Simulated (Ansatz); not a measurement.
Rows from a G0W0 calculation on BaSrTi2O6 (perovskite [001] superlattice) (P4mm) (Ansatz 0.2.0; G0W0 on PBEsol, plane waves, PAW; PAW set soft_1; 6×6×4 mesh, 104 empty bands, screening to 52 eV, PAW set soft_1 files), in eV. Spin-orbit coupling is left out.

The structure was built from a prototype and need not be the compound's stable phase.

```csv
row,k,band,start,Σx,Σc at the solution,Vxc
A,Γ,c1,12.062,-12.592,-5.830,-20.275
B,Γ,c2,12.217,-12.888,-6.031,-20.823
C,Γ,v1,9.821,-25.741,4.633,-21.168
D,"(-0.500, -0.500, 0.000)",v2,10.135,-25.771,5.080,-20.673
E,"(-0.500, -0.500, 0.000)",c1,14.011,-14.771,-6.505,-23.164
F,"(-0.500, -0.500, 0.000)",v1,10.206,-25.916,5.082,-20.829
```

Work out each quasiparticle level and how far it moved.

The quasiparticle equation reads E = start + Σx + Σc(E) − Vxc.

| row | E (eV) | shift (eV) |
| --- | --- | --- |
| A | 13.914 | +1.852 |
| B | 14.121 | +1.904 |
| C | 9.881 | +0.060 |
| D | 10.116 | −0.018 |
| E | 15.899 | +1.887 |
| F | 10.201 | −0.005 |

The gap over the computed points goes from 1.86 eV to 3.71 eV.

Limits: not at the basis limit; no spin-orbit coupling.

[Paths, hosts, dates, memory and timing lines, banners, echoed tables and standing remarks are left out of the program output.]

[Logs are printed without paths, hosts, clocks, repeated set-up lines and the standing remarks that a program may print on its own settings, such as how far it seeks lower states.]

[Runs of the session that timed out or met a known fault of the program may be left out.]

[Cells called generated may have been cut or substituted from an entry of the Crystallography Open Database or the Materials Project.]

[Hosts, paths, dates, database ids (printed as entryN), source tags and the programs' standing remarks are cut or masked in the printed files.]
